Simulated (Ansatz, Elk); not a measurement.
## How far do independent atoms describe Mn2InAg4Sn?

Structure refinements treat a crystal as free atoms side by side. For a made-up structure of Mn2InAg4Sn (cell and positions from a PBEsol relaxation) the runs below show what the calculated density changes in F(hkl).

Method: DFT, PBE, all-electron APW+lo, Dirac cores, scalar-relativistic bands, static density, ferromagnetic start, in Elk 11.2.3 (patched build).

This account leaves out most program logs.

The structure was built from a prototype and need not be the compound's stable phase.

### 1. The structure

The structure is orthorhombic, space group Pmm2 (No. 25). The conventional cell has a = 3.113 Å, b = 4.466 Å, c = 10.629 Å, α = 90.00°, β = 90.00°, γ = 90.00°. Nearest to Sn lie 7 Ag at 2.90 to 3.09 Å and 2 Sn at 3.11 Å. In has 7 Ag at 2.88 to 3.03 Å and 2 In at 3.11 Å nearest. Nearest to Ag lie 5 Mn at 2.61 to 2.82 Å and 2 Ag at 2.79 Å and 2 In at 3.03 Å. Ag has 4 Ag at 2.79 to 3.11 Å and 2 Mn at 2.86 Å and 4 Sn at 2.90 Å and 1 In at 3.02 Å nearest. Nearest to Ag lie 5 Mn at 2.60 to 2.82 Å and 4 Ag at 2.79 to 3.11 Å and 2 Sn at 3.09 Å. Nearest to Ag lie 4 Ag at 2.79 to 3.11 Å and 2 Mn at 2.86 Å and 4 In at 2.88 Å and 1 Sn at 2.97 Å. Farther neighbours are not listed.

As a file:

```cif
data_structure
_symmetry_space_group_name_H-M 'P 1'
_symmetry_Int_Tables_number 1
_cell_length_a 3.1129
_cell_length_b 4.4657
_cell_length_c 10.6295
_cell_angle_alpha 90.000
_cell_angle_beta 90.000
_cell_angle_gamma 90.000
_cell_volume 147.77
loop_
_atom_site_label
_atom_site_type_symbol
_atom_site_fract_x
_atom_site_fract_y
_atom_site_fract_z
_atom_site_occupancy
Sn1 Sn 0.50000 0.50000 0.34398 1
In2 In 0.00000 0.00000 0.15271 1
Ag3 Ag 0.50000 0.00000 0.90766 1
Ag4 Ag 0.00000 0.00000 0.43692 1
Ag5 Ag 0.00000 0.50000 0.59459 1
Ag6 Ag 0.50000 0.50000 0.06443 1
Mn7 Mn 0.50000 0.00000 0.66256 1
Mn8 Mn 0.00000 0.50000 0.83925 1
```

### 2. Ground state and structure factors

An all-electron density is needed, since X-rays see the cores too. Task 0 finds the density and task 195 Fourier-transforms it; tshift is off so that phases refer to the origin typed.

elk.in

```
tasks
  0
  195
  196

xctype
  20

spinpol
  .true.

rgkmax
  7.0

gmaxvr
  14.0

lmaxo
  7

lmaxapw
  8

swidth
  0.002

tshift
  .false.

ramdisk
  .false.

hmaxvr
  5.5

maxscl
  120

epspot
  1e-06

reducebf
  0.8

sppath
  './'

avec
  5.88258196409 0.00000000000 0.00000000000
  0.00000000000 8.43901465249 0.00000000000
  0.00000000000 0.00000000000 20.08683517871

atoms
  4
  'Sn.in'
  1
  0.5000000000 0.5000000000 0.3439830005   0.000000 0.000000 0.000000
  'In.in'
  1
  0.0000000000 0.0000000000 0.1527140689   0.000000 0.000000 0.000000
  'Ag.in'
  4
  0.5000000000 0.0000000000 0.9076623701   0.000000 0.000000 0.000000
  0.0000000000 0.0000000000 0.4369168086   0.000000 0.000000 0.000000
  0.0000000000 0.5000000000 0.5945879367   0.000000 0.000000 0.000000
  0.5000000000 0.5000000000 0.0644344662   0.000000 0.000000 0.000000
  'Mn.in'
  2
  0.5000000000 0.0000000000 0.6625561849   0.000000 0.000000 -0.195000
  0.0000000000 0.5000000000 0.8392451641   0.000000 0.000000 -0.195000

ngridk
  6 5 2
```

Command:

```sh
$ OMP_NUM_THREADS=4 elk
```

It took 22 min on 4 threads of Arm Neoverse V1, shared host; peak memory 0.79 GiB; 86 min of CPU time.

SFACRHO.OUT:

```text

h k l indices transformed by vhmat matrix:
   1.000000000       0.000000000       0.000000000    
   0.000000000       1.000000000       0.000000000    
   0.000000000       0.000000000       1.000000000    

      h      k      l  multipl.   |H|            Re(F)            Im(F)           |F|

      0      0      0      1   0.0000000       337.00000      0.13825692E-15   337.00000    
      0      0      1      1  0.31280116      0.73515097       23.452786       23.464305    
      0      0     -1      1  0.31280116      0.73515097      -23.452786       23.464305    
      0      0      2      1  0.62560232       41.820301      0.66969670       41.825663    
      0      0     -2      1  0.62560232       41.820301     -0.66969670       41.825663    
      0      1      0      2  0.74454016     -0.81888382      0.18217173E-13  0.81888382    
      0      1      1      2  0.80757948       19.823627      -1.1497711       19.856942    
      0     -1     -1      2  0.80757948       19.823627       1.1497711       19.856942    
      0      0      3      1  0.93840347       2.1893187       11.844267       12.044906    
      0      0     -3      1  0.93840347       2.1893187      -11.844267       12.044906    
      0      1      2      2  0.97248049       3.1073954      -17.204857       17.483221    
      0     -1     -2      2  0.97248049       3.1073954       17.204857       17.483221    
     -1      0      0      2   1.0680999     -0.71441042      0.45247415E-13  0.71441042    
      1      0      1      2   1.1129609      -71.499591      -1.7470889       71.520933    
      1      0     -1      2   1.1129609      -71.499591       1.7470889       71.520933    
      0      1      3      2   1.1978903      -83.950689       2.3364284       83.983195    
      0     -1     -3      2   1.1978903      -83.950689      -2.3364284       83.983195    
      1      0     -2      2   1.2378270       1.6839762      -56.959337       56.984224
```

Elk indexes on the primitive cell of elk.in and gives |H| = 4π sin θ/λ in inverse bohr. Below, one row stands for each form hkl of the conventional cell (m members, Friedel mates merged), F is for one primitive cell and the density is static (no thermal factor). Free-atom factors are Waasmaier and Kirfel's, and R is Σm||F|−|F'||/Σm|F|.

| hkl | m | sin θ/λ (Å⁻¹) | abs F, DFT | neutral atoms | diff. | abs of complex diff. |
| --- | --- | --- | --- | --- | --- | --- |
| 001 | 2 | 0.047 | 23.464 | 23.571 | -0.107 | 0.107 |
| 002 | 2 | 0.094 | 41.826 | 42.083 | -0.257 | 0.257 |
| 010 | 2 | 0.112 | 0.819 | 0.795 | +0.024 | 0.024 |
| 011 | 4 | 0.121 | 19.857 | 19.991 | -0.134 | 0.140 |
| 003 | 2 | 0.141 | 12.045 | 12.089 | -0.044 | 0.074 |
| 012 | 4 | 0.146 | 17.483 | 18.077 | -0.594 | 0.606 |
| 100 | 2 | 0.161 | 0.714 | 0.689 | +0.025 | 0.025 |
| 101 | 4 | 0.167 | 71.521 | 72.105 | -0.584 | 0.585 |
| 013 | 4 | 0.180 | 83.983 | 84.196 | -0.213 | 0.213 |
| 102 | 4 | 0.186 | 56.984 | 57.103 | -0.119 | 0.120 |
| 004 | 2 | 0.188 | 140.224 | 140.600 | -0.377 | 0.379 |
| 110 | 4 | 0.196 | 42.092 | 42.121 | -0.029 | 0.029 |
| 111 | 8 | 0.201 | 169.273 | 169.937 | -0.664 | 0.664 |
| 103 | 4 | 0.214 | 125.474 | 125.913 | -0.439 | 0.439 |
| 112 | 8 | 0.217 | 11.139 | 11.274 | -0.135 | 0.137 |
| 014 | 4 | 0.219 | 207.119 | 208.251 | -1.132 | 1.132 |
| 020 | 2 | 0.224 | 259.152 | 260.486 | -1.334 | 1.334 |
| 021 | 4 | 0.229 | 20.615 | 20.559 | +0.056 | 0.058 |
| 005 | 2 | 0.235 | 10.487 | 10.714 | -0.227 | 0.266 |
| 113 | 8 | 0.241 | 156.251 | 157.229 | -0.977 | 0.978 |
| 022 | 4 | 0.243 | 33.957 | 34.320 | -0.363 | 0.363 |
| 104 | 4 | 0.247 | 42.629 | 42.716 | -0.087 | 0.088 |

### 3. The magnetisation density

The same run holds the spin density, and task 196 transforms it. The order is that of the start, and no other was tried.

SFACMAG_1.OUT:

```text

h k l indices transformed by vhmat matrix:
   1.000000000       0.000000000       0.000000000    
   0.000000000       1.000000000       0.000000000    
   0.000000000       0.000000000       1.000000000    

      h      k      l  multipl.   |H|            Re(F)            Im(F)           |F|

      0      0      0      1   0.0000000       8.4271146      0.65264354E-17   8.4271146    
      0      0      1      1  0.31280116      0.25893178E-01  -6.9082237       6.9082722    
      0      0     -1      1  0.31280116      0.25893178E-01   6.9082237       6.9082722    
      0      0      2      1  0.62560232      -3.2683234     -0.53745010E-01   3.2687653    
      0      0     -2      1  0.62560232      -3.2683234      0.53745010E-01   3.2687653    
      0      1      0      2  0.74454016     -0.94557195E-02  0.37874058E-15  0.94557195E-02
      0      1      1      2  0.80757948      -3.6460267     -0.19755366E-01   3.6460802    
      0     -1     -1      2  0.80757948      -3.6460267      0.19755366E-01   3.6460802    
      0      0      3      1  0.93840347      0.98402979E-02 -0.70673986      0.70680836    
      0      0     -3      1  0.93840347      0.98402979E-02  0.70673986      0.70680836    
      0      1      2      2  0.97248049     -0.47563463E-01   5.7212816       5.7214793    
      0     -1     -2      2  0.97248049     -0.47563463E-01  -5.7212816       5.7214793    
     -1      0      0      2   1.0680999     -0.21624479E-01  0.94348584E-15  0.21624479E-01
      1      0      1      2   1.1129609       3.1153657      0.13175303E-01   3.1153936    
      1      0     -1      2   1.1129609       3.1153657     -0.13175303E-01   3.1153936    
      0      1      3      2   1.1978903       5.7626672      0.10528735       5.7636290
```

The total moment is 8.43 μB a cell; sphere moments: Sn1 +0.01, In2 -0.01, Ag3 +0.05, Ag4 +0.01, Ag5 +0.05, Ag6 0.00, Mn7 +3.96, Mn8 +3.97 μB. Polarised neutrons measure spin and orbital magnetisation together; without spin-orbit coupling the run gives the spin part:

| hkl | sin θ/λ (Å⁻¹) | abs F_M (μB) |
| --- | --- | --- |
| 001 | 0.047 | 6.908 |
| 002 | 0.094 | 3.269 |
| 010 | 0.112 | 0.009 |
| 011 | 0.121 | 3.646 |
| 003 | 0.141 | 0.707 |
| 012 | 0.146 | 5.721 |
| 100 | 0.161 | 0.022 |
| 101 | 0.167 | 3.115 |
| 013 | 0.180 | 5.764 |
| 102 | 0.186 | 4.982 |
| 004 | 0.188 | 3.394 |
| 110 | 0.196 | 5.473 |
| 111 | 0.201 | 4.501 |
| 103 | 0.214 | 4.929 |

### 4. The highest occupied states alone

An energy window below the Fermi level keeps the highest occupied states, to see at which angles they scatter; shallow core shells can lie inside it and anion s states outside. No new self-consistency is needed.

Edit elk.in of step 2 so:

```diff
@@ -1,5 +1,3 @@
 tasks
-  0
   195
-  196
 
@@ -44,2 +42,5 @@
 
+wsfac
+  -0.288930 0.562310
+
 sppath
```

Command:

```sh
$ OMP_NUM_THREADS=4 elk
```

The job ended after 38 s (4 threads; peak memory 0.47 GiB).

States within 15 eV below the Fermi level hold 75.00 electrons; any levels below the window count with the cores. Their amplitudes can exceed the total, where window and core parts have opposite phase:

| hkl | sin θ/λ (Å⁻¹) | abs F, window | abs F, all |
| --- | --- | --- | --- |
| 001 | 0.047 | 5.494 | 23.464 |
| 002 | 0.094 | 12.812 | 41.826 |
| 010 | 0.112 | 7.985 | 0.819 |
| 011 | 0.121 | 6.384 | 19.857 |
| 003 | 0.141 | 7.045 | 12.045 |
| 012 | 0.146 | 6.997 | 17.483 |
| 100 | 0.161 | 7.005 | 0.714 |
| 101 | 0.167 | 14.180 | 71.521 |
| 013 | 0.180 | 6.835 | 83.983 |
| 102 | 0.186 | 3.648 | 56.984 |

### 5. Another functional

The difference from free atoms is small, so it is set against the change that LDA (Perdew-Wang) makes.

Edit elk.in of step 4 so:

```diff
@@ -1,6 +1,8 @@
 tasks
+  0
   195
+  196
 
 xctype
-  20
+  3
 
@@ -42,5 +44,2 @@
 
-wsfac
-  -0.288930 0.562310
-
 sppath
```

Command:

```sh
$ OMP_NUM_THREADS=4 elk
```

Run time: 9 min. Hardware: 4 threads; peak memory 0.54 GiB.

The run was cut off at its time limit.

### 6. A coarser k-mesh

About half the k-points along each axis test the sampling.

Edit elk.in of step 5 so:

```diff
@@ -6,3 +6,3 @@
 xctype
-  3
+  20
 
@@ -72,2 +72,2 @@
 ngridk
-  6 5 2
+  3 2 1
```

Command:

```sh
$ OMP_NUM_THREADS=4 elk
```

The job ended after 5.4 min (4 threads; peak memory 0.79 GiB; 18 min of CPU time).

### 7. Summary of results

- R against neutral atoms, sin θ/λ < 0.3 Å⁻¹: 0.50 %
- R against neutral atoms, 0.3 to 0.54 Å⁻¹: 0.22 %

Independent neutral atoms miss the calculated amplitudes by R = 0.50 % below 0.3 Å⁻¹ and 0.22 % from there to 0.54 Å⁻¹; by shells, 1.24 % below 0.15 Å⁻¹ (6 forms), 0.48 % 0.15 to 0.3 (25 forms), 0.17 % 0.3 to 0.45 (56 forms), 0.29 % above 0.45 (62 forms). Bonding, aspherical density and the tables' own atoms all enter these figures, and the runs don't part them. The largest change of an amplitude is -1.33 electrons, at 020. R counts amplitudes alone; phases shift too. The magnetic order is that of the start. No other order was tried here, and an antiferromagnetic one would change or move the magnetic intensity. The window's part falls from 75.0 electrons at the origin to at most 2.06 between 0.45 and 0.54 Å⁻¹, where compact states inside the window still scatter. The window holds more than the 65 outer electrons of the free atoms, so shallow core shells lie inside it. The basis has no finished test. The k-mesh has no finished test. Part of the difference isn't bonding: the tables are fits to free atoms and ions calculated by other methods than this functional. Thermal motion, anomalous dispersion and extinction are left out.

[Logs are printed without paths, hosts, clocks, repeated set-up lines and the standing remarks that a program may print on its own settings, such as how far it seeks lower states.]

[Hosts, paths, dates, database ids (printed as entryN), source tags and the programs' standing remarks are cut or masked in the printed files.]
